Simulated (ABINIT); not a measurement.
# Te2Mo (P6_3/mmc): G0W0 in ABINIT against the screening cutoff in the self-energy

Aim: move the screening cutoff in the self-energy of a G0W0 run on Te2Mo (P6_3/mmc) over a wide range.

Calculated with ABINIT 10.8.3; PBE and many-body steps on it, plane waves.

## (1) Set-up

Symmetry: P6_3/mmc, No. 194, hexagonal system. The conventional cell has a = 3.518 Å, b = 3.518 Å, c = 13.974 Å, α = 90.00°, β = 90.00°, γ = 120.00°. Te has 3 Mo at 2.72 Å nearest. Nearest to Mo lie 6 Te at 2.72 Å. Farther neighbours and most contacts between anions are not listed.

The cell and positions come from the Crystallography Open Database and are kept as given unless a step says otherwise. Spin-orbit coupling is left out unless a step names it.

## (2) Screening, 3×3×1 mesh, 386 bands, screening to 176.9 eV

This step: ABINIT 10.8.3; RPA screening on PBE, plane waves, norm-conserving pseudopotentials.

The RPA dielectric matrix is built and inverted for each q.

Input file run.abi:

```
acell 3*1.0 Angstrom
rprim 
  3.518200000003 -0.000000000001 0.000000000000
  -1.759100000001 3.046850575598 0.000000000000
  0.000000000000 0.000000000000 13.973600000000
ntypat 2
znucl 52 42
natom 6
typat 1 1 1 1 2 2
xred 
  0.333333333333 0.666666666667 0.621000000000
  0.666666666667 0.333333333333 0.121000000000
  0.333333333333 0.666666666667 0.879000000000
  0.666666666667 0.333333333333 0.379000000000
  0.333333333333 0.666666666667 0.250000000000
  0.666666666667 0.333333333333 0.750000000000
pp_dirpath "pseudos"
pseudos "Te.upf, Mo.upf"
ecut 36
ngkpt 3 3 1
nshiftk 1
shiftk 0 0 0
kptopt 1
chksymbreak 0
istwfk *1
occopt 1
irdwfk 1
optdriver 3
nband 386
ecuteps 6.5
inclvkb 2
awtr 1
symchi 1
indata_prefix "in"
outdata_prefix "out"
tmpdata_prefix "tmp"
```

Command:

```
$ OMP_NUM_THREADS=1 mpirun -n 8 abinit run.abi > log
```

Output:

```text
.Version 10.8.3 of ABINIT. v10.8.2 released Aug 2026.

 Symmetries : space group P6_3/m m c (#194); Bravais hP (primitive hexag.)
[... echo of the input left out ...]
== DATASET  1 ==================================================================
-   mpi_nproc: 8, omp_nthreads: 1 (-1 if OMP is not activated)

--- !DatasetInfo
iteration_state: {dtset: 1, }
dimensions: {natom: 6, nkpt: 3, mband: 386, nsppol: 1, nspinor: 1, nspden: 1, mpw: 10515, }
cutoff_energies: {ecut:  36.0, pawecutdg:  -1.0, }
electrons: {nelect:   9.20000000E+01, charge:   0.00000000E+00, occopt:   1.00000000E+00, tsmear:   1.00000000E-02, }

 SCREENING: Calculation of the susceptibility and dielectric matrices

 Based on a program developped by R.W. Godby, V. Olevano, G. Onida, and L. Reining.
 Incorporated in ABINIT by V. Olevano, G.-M. Rignanese, and M. Torrent.
.Using double precision arithmetic ; gwpc =  8

[... cell and pseudopotentials left out ...]
--------------------------------------------------------------------------------

 ==== K-mesh for the wavefunctions ====
 Number of points in the irreducible wedge :     3
[... list of points left out ...]
 Together with 24 symmetry operations and time-reversal symmetry
 yields     9 points in the full Brillouin Zone.

 ==== Q-mesh for the screening function ====
 Number of points in the irreducible wedge :     3
[... list of points left out ...]
 Together with 24 symmetry operations and time-reversal symmetry
 yields     9 points in the full Brillouin Zone.

 setmesh: FFT mesh size selected  =    24x   24x  108
          total number of points  =        62208

 vcoul_init : cutoff-mode = AUXILIARY_FUNCTION
 q-points for optical limit:   1
     1)      0.000010    0.000020    0.000030

- screening: taking advantage of time-reversal symmetry
- Maximum band index for partially occupied states nbvw = 46
- Remaining bands to be divided among processors   nbcw = 340
- Number of bands treated by each node ~42

 Number of electrons calculated from density =   92.0000; Expected =   92.0000
 average of density, n =  0.091015
 r_s =    1.3791
 omega_plasma =   29.1012 [eV]

 calculating chi0 at frequencies [eV] :
  1    0.000000E+00    0.000000E+00
  2    0.000000E+00    2.910122E+01

--------------------------------------------------------------------------------
  q-point number  1        q = ( 0.000000, 0.000000, 0.000000) [r.l.u.]
--------------------------------------------------------------------------------
[... chi0 elements left out ...]
 For q-point:  0.000010 0.000020 0.000030
  dielectric constant =  20.2803
  dielectric constant without local fields =  23.1247

  Average fulfillment of the sum rule on Im[epsilon] for q-point    1 :    100.27  [%]
[... wings left out ...]
  q-point number  2        q = ( 0.333333, 0.000000, 0.000000) [r.l.u.]
--------------------------------------------------------------------------------
[... chi0 elements left out ...]
  Average fulfillment of the sum rule on Im[epsilon] for q-point    2 :     95.08  [%]

 [... 1 further q-points ...]
```

It took 4.4 min on 8 MPI ranks of Intel Xeon Platinum 8488C (Sapphire Rapids), shared host; peak memory 3.8 GiB; 35 min of CPU time.

This step gave:

* ε∞ with local fields, on this mesh, along the program's q direction: 20.28
* the same without local fields: 23.12
* plasma frequency: 29.10 eV
* plane waves in the screening matrix: 811

Local fields lower ε∞ by 12 %. On a Γ-centred mesh this coarse the value itself is usually too large, while a short band sum pulls it down.

## (3) 0.7 Ha

This step: G0W0 on PBE, plane waves, norm-conserving pseudopotentials.

run.abi: that of step 2 with these lines changed.

```diff
@@ -27,8 +27,17 @@
 irdwfk 1
-optdriver 3
+optdriver 4
 nband 386
-ecuteps 6.5
-inclvkb 2
-awtr 1
-symchi 1
+gwcalctyp 0
+ecutsigx 36
+symsigma 1
+nkptgw 2
+kptgw 
+  0.0000000000 0.0000000000 0.0000000000
+  0.3333333333 0.3333333333 0.0000000000
+bdgw 
+  45 48
+  45 48
+ecuteps 0.7
+irdscr 1
+ppmodel 1
 indata_prefix "in"
```

Output:

```text
.Version 10.8.3 of ABINIT. v10.8.2 released Aug 2026.

 Symmetries : space group P6_3/m m c (#194); Bravais hP (primitive hexag.)
[... echo of the input left out ...]
== DATASET  1 ==================================================================
-   mpi_nproc: 8, omp_nthreads: 1 (-1 if OMP is not activated)

--- !DatasetInfo
iteration_state: {dtset: 1, }
dimensions: {natom: 6, nkpt: 3, mband: 386, nsppol: 1, nspinor: 1, nspden: 1, mpw: 10515, }
cutoff_energies: {ecut:  36.0, pawecutdg:  -1.0, }
electrons: {nelect:   9.20000000E+01, charge:   0.00000000E+00, occopt:   1.00000000E+00, tsmear:   1.00000000E-02, }

 SIGMA: Calculation of the GW corrections

 Based on a program developped by R.W. Godby, V. Olevano, G. Onida, and L. Reining.
 Incorporated in ABINIT by V. Olevano, G.-M. Rignanese, and M. Torrent.
.Using double precision arithmetic ; gwpc =  8

[... cell and pseudopotentials left out ...]
--------------------------------------------------------------------------------

 ==== K-mesh for the wavefunctions ====
 Number of points in the irreducible wedge :     3
[... list of points left out ...]
 Together with 24 symmetry operations and time-reversal symmetry
 yields     9 points in the full Brillouin Zone.

 ==== Q-mesh for screening function ====
 Number of points in the irreducible wedge :     3
[... list of points left out ...]
 Together with 24 symmetry operations and time-reversal symmetry
 yields     9 points in the full Brillouin Zone.

 vcoul_init : cutoff-mode = AUXILIARY_FUNCTION
 q-points for optical limit:   1
     1)      0.000010    0.000020    0.000030
 setmesh: FFT mesh size selected  =    32x   32x  144
          total number of points  =       147456

 Number of electrons calculated from density =   92.0000; Expected =   92.0000
 average of density, n =  0.091015
 r_s =    1.3791
 omega_plasma =   29.1012 [eV]

 === KS Band Gaps ===
  >>>> For spin  1
   Minimum direct gap =   1.0377 [eV], located at k-point      :   0.3333  0.3333  0.0000
   Fundamental gap    =   0.9565 [eV], Top of valence bands at :   0.0000  0.0000  0.0000
                                       Bottom of conduction at :   0.3333  0.3333  0.0000
 SIGMA fundamental parameters:
 PLASMON POLE MODEL  1
 number of plane-waves for SigmaX                10361
 number of plane-waves for SigmaC and W             27
 number of plane-waves for wavefunctions         10361
 number of bands                                   386
 number of independent spin polarizations            1
 number of spinorial components                      1
 number of k-points in IBZ                           3
 number of q-points in IBZ                           3
 number of symmetry operations                      24
 number of k-points in BZ                            9
 number of q-points in BZ                            9
 number of frequencies for dSigma/dE                 9
 frequency step for dSigma/dE [eV]                0.25
 number of omega for Sigma on real axis              0
 max omega for Sigma on real axis  [eV]           0.00
 zcut for avoiding poles [eV]                     0.10

 EPSILON^-1 parameters (SCR file):
 dimension of the eps^-1 matrix on file            811
 dimension of the eps^-1 matrix used                27
 number of plane-waves for wavefunctions         10361
 number of bands                                   386
 number of q-points in IBZ                           3
 number of frequencies                               2
 number of real frequencies                          1
 number of imag frequencies                          1

 matrix elements of self-energy operator (all in [eV])

 Perturbative Calculation

--- !SelfEnergy_ee
iteration_state: {dtset: 1, }
kpoint     : [   0.000,    0.000,    0.000, ]
spin       : 1
KS_gap     :    2.886
QP_gap     :    2.679
Delta_QP_KS:   -0.207
data: !SigmaeeData |
     Band     E0 <VxcDFT>   SigX SigC(E0)      Z dSigC/dE  Sig(E)    E-E0       E
       45   7.652 -12.579 -15.438   2.132   0.825  -0.212 -13.179  -0.600   7.052
       46   7.987 -15.979 -16.763   1.429   0.811  -0.233 -15.456   0.523   8.510
       47  10.873 -14.174 -10.765  -3.024   0.821  -0.218 -13.858   0.316  11.189
       48  10.873 -14.174 -10.765  -3.024   0.821  -0.218 -13.858   0.316  11.189

--- !SelfEnergy_ee
iteration_state: {dtset: 1, }
kpoint     : [   0.333,    0.333,    0.000, ]
spin       : 1
KS_gap     :    1.038
QP_gap     :    1.591
Delta_QP_KS:    0.553
data: !SigmaeeData |
     Band     E0 <VxcDFT>   SigX SigC(E0)      Z dSigC/dE  Sig(E)    E-E0       E
       45   7.669 -15.398 -16.611   1.882   0.809  -0.237 -14.857   0.541   8.210
       46   7.906 -16.094 -17.248   1.877   0.809  -0.235 -15.509   0.584   8.490
       47   8.943 -16.955 -12.267  -3.277   0.806  -0.241 -15.817   1.137  10.081
       48   8.943 -16.955 -12.267  -3.277   0.806  -0.241 -15.817   1.137  10.081

== END DATASET(S) ==============================================================
================================================================================

 -outvars: echo values of variables after computation  --------
           etotal      0.0000000000E+00
            nband         386
             nkpt           3
          spgroup         194
 [... the other variables as echoed above ...]

 Calculation completed.
```

It took 13 s on 8 MPI ranks; peak memory 1.7 GiB.

Numbers from this step:

```
G0W0 gap on the points computed              : 1.571 eV
starting gap on the mesh                     : 0.9565 eV
k of the valence top                         : 0, 0, 0
k of the conduction bottom                   : 0.3333, 0.3333, 0
Z at the valence top                         : 0.811
Z at the conduction bottom                   : 0.806
least direct G0W0 gap on the computed points : 1.591 eV
```

## (4) 1.3 Ha

run.abi: that of step 3 with these lines changed.

```diff
@@ -39,3 +39,3 @@
   45 48
-ecuteps 0.7
+ecuteps 1.3
 irdscr 1
```

Output:

```text
.Version 10.8.3 of ABINIT. v10.8.2 released Aug 2026.

 Symmetries : space group P6_3/m m c (#194); Bravais hP (primitive hexag.)
[... echo of the input left out ...]
== DATASET  1 ==================================================================
-   mpi_nproc: 8, omp_nthreads: 1 (-1 if OMP is not activated)

--- !DatasetInfo
iteration_state: {dtset: 1, }
dimensions: {natom: 6, nkpt: 3, mband: 386, nsppol: 1, nspinor: 1, nspden: 1, mpw: 10515, }
cutoff_energies: {ecut:  36.0, pawecutdg:  -1.0, }
electrons: {nelect:   9.20000000E+01, charge:   0.00000000E+00, occopt:   1.00000000E+00, tsmear:   1.00000000E-02, }

 SIGMA: Calculation of the GW corrections

 Based on a program developped by R.W. Godby, V. Olevano, G. Onida, and L. Reining.
 Incorporated in ABINIT by V. Olevano, G.-M. Rignanese, and M. Torrent.
.Using double precision arithmetic ; gwpc =  8

[... cell and pseudopotentials left out ...]
--------------------------------------------------------------------------------

 ==== K-mesh for the wavefunctions ====
 Number of points in the irreducible wedge :     3
[... list of points left out ...]
 Together with 24 symmetry operations and time-reversal symmetry
 yields     9 points in the full Brillouin Zone.

 ==== Q-mesh for screening function ====
 Number of points in the irreducible wedge :     3
[... list of points left out ...]
 Together with 24 symmetry operations and time-reversal symmetry
 yields     9 points in the full Brillouin Zone.

 vcoul_init : cutoff-mode = AUXILIARY_FUNCTION
 q-points for optical limit:   1
     1)      0.000010    0.000020    0.000030
 setmesh: FFT mesh size selected  =    32x   32x  144
          total number of points  =       147456

 Number of electrons calculated from density =   92.0000; Expected =   92.0000
[...]
number of omega for Sigma on real axis              0
 max omega for Sigma on real axis  [eV]           0.00
 zcut for avoiding poles [eV]                     0.10

 EPSILON^-1 parameters (SCR file):
 dimension of the eps^-1 matrix on file            811
 dimension of the eps^-1 matrix used                67
 number of plane-waves for wavefunctions         10361
 number of bands                                   386
 number of q-points in IBZ                           3
 number of frequencies                               2
 number of real frequencies                          1
 number of imag frequencies                          1

 matrix elements of self-energy operator (all in [eV])

 Perturbative Calculation

--- !SelfEnergy_ee
iteration_state: {dtset: 1, }
kpoint     : [   0.000,    0.000,    0.000, ]
spin       : 1
KS_gap     :    2.886
QP_gap     :    2.710
Delta_QP_KS:   -0.176
data: !SigmaeeData |
     Band     E0 <VxcDFT>   SigX SigC(E0)      Z dSigC/dE  Sig(E)    E-E0       E
       45   7.652 -12.579 -15.438   2.005   0.808  -0.238 -13.269  -0.690   6.962
       46   7.987 -15.979 -16.763   1.011   0.787  -0.270 -15.800   0.179   8.166
       47  10.873 -14.174 -10.765  -3.405   0.802  -0.247 -14.171   0.003  10.876
[...]
--- !SelfEnergy_ee
iteration_state: {dtset: 1, }
kpoint     : [   0.333,    0.333,    0.000, ]
spin       : 1
KS_gap     :    1.038
QP_gap     :    1.484
Delta_QP_KS:    0.446
data: !SigmaeeData |
     Band     E0 <VxcDFT>   SigX SigC(E0)      Z dSigC/dE  Sig(E)    E-E0       E
[...]
47   8.943 -16.955 -12.267  -3.823   0.780  -0.282 -16.280   0.675   9.618
       48   8.943 -16.955 -12.267  -3.823   0.780  -0.282 -16.280   0.675   9.618

== END DATASET(S) ==============================================================
================================================================================

 -outvars: echo values of variables after computation  --------
           etotal      0.0000000000E+00
            nband         386
             nkpt           3
          spgroup         194
 [... the other variables as echoed above ...]

 Calculation completed.
```

Elapsed: 10 s, on 8 MPI ranks; peak memory 1.7 GiB.

This step gave:

```yaml
g0w0_gap_on_the_points_computed: 1.452 eV
starting_gap_on_the_mesh: 0.9565 eV
k_of_the_valence_top: 0, 0, 0
k_of_the_conduction_bottom: 0.3333, 0.3333, 0
z_at_the_valence_top: 0.787
z_at_the_conduction_bottom: 0.78
least_direct_g0w0_gap_on_the_computed_points: 1.484 eV
```

## (5) 2.3 Ha

The self-energy is evaluated for the states that the input lists, and the levels follow from it, in one-shot runs by the linearised quasiparticle equation.

run.abi: that of step 4 with these lines changed.

```diff
@@ -39,3 +39,3 @@
   45 48
-ecuteps 1.3
+ecuteps 2.3
 irdscr 1
```

Output:

```text
.Version 10.8.3 of ABINIT. v10.8.2 released Aug 2026.

 Symmetries : space group P6_3/m m c (#194); Bravais hP (primitive hexag.)
[... echo of the input left out ...]
== DATASET  1 ==================================================================
-   mpi_nproc: 8, omp_nthreads: 1 (-1 if OMP is not activated)

--- !DatasetInfo
iteration_state: {dtset: 1, }
dimensions: {natom: 6, nkpt: 3, mband: 386, nsppol: 1, nspinor: 1, nspden: 1, mpw: 10515, }
cutoff_energies: {ecut:  36.0, pawecutdg:  -1.0, }
[...]
Band     E0 <VxcDFT>   SigX SigC(E0)      Z dSigC/dE  Sig(E)    E-E0       E
[...]
47   8.943 -16.955 -12.267  -4.103   0.771  -0.297 -16.504   0.451   9.395
       48   8.943 -16.955 -12.267  -4.103   0.771  -0.297 -16.504   0.451   9.395

== END DATASET(S) ==============================================================
================================================================================

 -outvars: echo values of variables after computation  --------
           etotal      0.0000000000E+00
            nband         386
             nkpt           3
          spgroup         194
 [... the other variables as echoed above ...]

 Calculation completed.
```

Wall time 11 s (8 MPI ranks); peak memory 1.5 GiB; 83 s of CPU time.

This step gave:

```
G0W0 gap on the points computed              : 1.444 eV
starting gap on the mesh                     : 0.9565 eV
k of the valence top                         : 0, 0, 0
k of the conduction bottom                   : 0.3333, 0.3333, 0
least direct G0W0 gap on the computed points : 1.475 eV
```

The gap on the mesh goes from 0.96 eV to 1.44 eV, a correction of +0.49 eV.

## (6) 3.2 Ha

run.abi: that of step 5 with these lines changed.

```diff
@@ -39,3 +39,3 @@
   45 48
-ecuteps 2.3
+ecuteps 3.2
 irdscr 1
```

Output:

```text
.Version 10.8.3 of ABINIT. v10.8.2 released Aug 2026.

 Symmetries : space group P6_3/m m c (#194); Bravais hP (primitive hexag.)
[... echo of the input left out ...]
== DATASET  1 ==================================================================
-   mpi_nproc: 8, omp_nthreads: 1 (-1 if OMP is not activated)

--- !DatasetInfo
iteration_state: {dtset: 1, }
dimensions: {natom: 6, nkpt: 3, mband: 386, nsppol: 1, nspinor: 1, nspden: 1, mpw: 10515, }
cutoff_energies: {ecut:  36.0, pawecutdg:  -1.0, }
[...]
Band     E0 <VxcDFT>   SigX SigC(E0)      Z dSigC/dE  Sig(E)    E-E0       E
[...]
47   8.943 -16.955 -12.267  -4.192   0.767  -0.304 -16.575   0.380   9.323
       48   8.943 -16.955 -12.267  -4.192   0.767  -0.304 -16.575   0.380   9.323

== END DATASET(S) ==============================================================
================================================================================

 -outvars: echo values of variables after computation  --------
           etotal      0.0000000000E+00
            nband         386
             nkpt           3
          spgroup         194
 [... the other variables as echoed above ...]

 Calculation completed.
```

Wall time 15 s (8 MPI ranks); peak memory 2.2 GiB.

Numbers from this step:

- G0W0 gap on the points computed: 1.476 eV
- starting gap on the mesh: 0.9565 eV
- k of the valence top: 0.3333, 0.3333, 0
- k of the conduction bottom: 0.3333, 0.3333, 0
- least direct G0W0 gap on the computed points: 1.476 eV

Against the run before, the gap moves by +0.032 eV.

[end of part 1 of 2]

[Paths, hosts, dates, memory and timing lines, banners, echoed tables and standing remarks are left out of the program output.]

[Logs are printed without paths, hosts, clocks, repeated set-up lines and the standing remarks that a program may print on its own settings, such as how far it seeks lower states.]

[Runs of the session that timed out or met a known fault of the program may be left out.]

[No measured gap is set beside runs whose start may be inverted or whose files or cutoffs have a known fault.]

[Hosts, paths, dates, database ids (printed as entryN), source tags and the programs' standing remarks are cut or masked in the printed files.]

[G0W0 gaps are taken among the corrected bands and points alone; a level outside them can change the order at an edge.]

[Where Ansatz stands beside ABINIT at settings called matched, ABINIT's density can come from a denser mesh and the files from another edition; pairs whose starting gaps differed by over 0.03 eV were left out, so agreement reads better than it is.]
